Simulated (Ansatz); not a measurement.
# Work function of Cu(111) against the slab's thickness (PBEsol, PAW set soft_1)

How thick must a slab of Cu(111) be for a steady work function?

All values are computed: Ansatz 0.2.0, PBEsol, plane waves, PAW set soft_1, scalar-relativistic unless marked; slabs or sheets with vacuum, the vacuum level from the planar mean of the electrostatic potential. 1×1 cells on a fixed bulk lattice, outer layers relaxed.

| layers | thickness (Å) | work function (eV) |
| --- | --- | --- |
| 4 | 6.1 | 4.86 |
| 5 | ? | ? |
| 6 | 10.1 | 4.90 |
| 7 | 12.2 | 4.89 |
| 8 | 14.2 | 4.87 |
| 10 | 18.4 | 4.89 |

**Fit.** The shown values lie within 0.02 eV of their mean, 4.88 eV, with no steady drift. The mean serves as the estimate. Confinement across the slab splits the bands into subbands, and the work function moves a little each time one crosses the Fermi level.

**The withheld row.** The prediction is the mean = 4.88 eV. The run gave thickness 8 Å, work function 4.84 eV. The miss in work function is -0.04 eV, a little over the scatter of the fitted rows.

The k-mesh adds scatter of its own.
